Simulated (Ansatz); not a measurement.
Planning a GW calculation on BaH2 (Pnma).

Symmetry: Pnma, No. 62, orthorhombic system. Conventional cell: a = 6.792 Å, b = 4.168 Å, c = 7.858 Å, α = 90.00°, β = 90.00°, γ = 90.00°. Ba has 9 H at 2.50 to 3.00 Å nearest. H has 5 Ba at 2.68 to 3.00 Å nearest. Nearest to H lie 4 Ba at 2.50 to 2.68 Å. Farther neighbours are not listed.

```xyz
12
Lattice="6.7920 0.0000 0.0000 0.0000 4.1680 0.0000 0.0000 0.0000 7.8580" Properties=species:S:1:pos:R:3 pbc="T T T"
Ba    1.7679    1.0420    6.9829
Ba    1.6281    3.1260    3.0539
Ba    5.1639    1.0420    4.8041
Ba    5.0241    3.1260    0.8751
H     0.2921    1.0420    1.3673
H     3.1039    3.1260    5.2963
H     3.6881    1.0420    2.5617
H     6.4999    3.1260    6.4907
H     4.3876    1.0420    7.1783
H     5.8004    3.1260    3.2493
H     0.9916    1.0420    4.6087
H     2.4044    3.1260    0.6797
```

The cell and positions come from the Crystallography Open Database and are kept as given unless a step says otherwise. Spin-orbit coupling is left out unless a run names it.

Runs so far (Ansatz 0.2.0, start LDA, PAW set soft_1 files, 2×4×2 mesh). Times are wall times on 1 × NVIDIA H100 80GB HBM3 (shared by 6 runs) with 3 threads of AMD EPYC 7R13 (Zen 3), shared host, good to a factor of about two.

```tsv
bands summed	cutoff (eV)	gap on the mesh (eV)	time
191	48	4.403	19 s
499	96	4.516	24 s
```

Q: What should the next rung give, with 1046 bands and screening to 160 eV, and where is the limit?

The error falls about as one over the bands when the cutoff rises with them. A line through the two highest rungs given predicts 4.552 eV; the run gave 4.579 eV, a miss of 0.027 eV, so the law fails here: the steps don't follow it yet. The two highest rungs put the limit near 4.637 eV, the pair below near 4.585 eV; neither can be trusted until a further rung is run.

Gaps are over the mesh's points; an edge off the mesh would be missed. Limits: not at the basis limit; no spin-orbit coupling; coarse k mesh.

[Paths, hosts, dates, memory and timing lines, banners, echoed tables and standing remarks are left out of the program output.]

[Logs are printed without paths, hosts, clocks, repeated set-up lines and the standing remarks that a program may print on its own settings, such as how far it seeks lower states.]

[Runs of the session that timed out or met a known fault of the program may be left out.]

[Cells called generated may have been cut or substituted from an entry of the Crystallography Open Database or the Materials Project.]

[Hosts, paths, dates, database ids (printed as entryN), source tags and the programs' standing remarks are cut or masked in the printed files.]
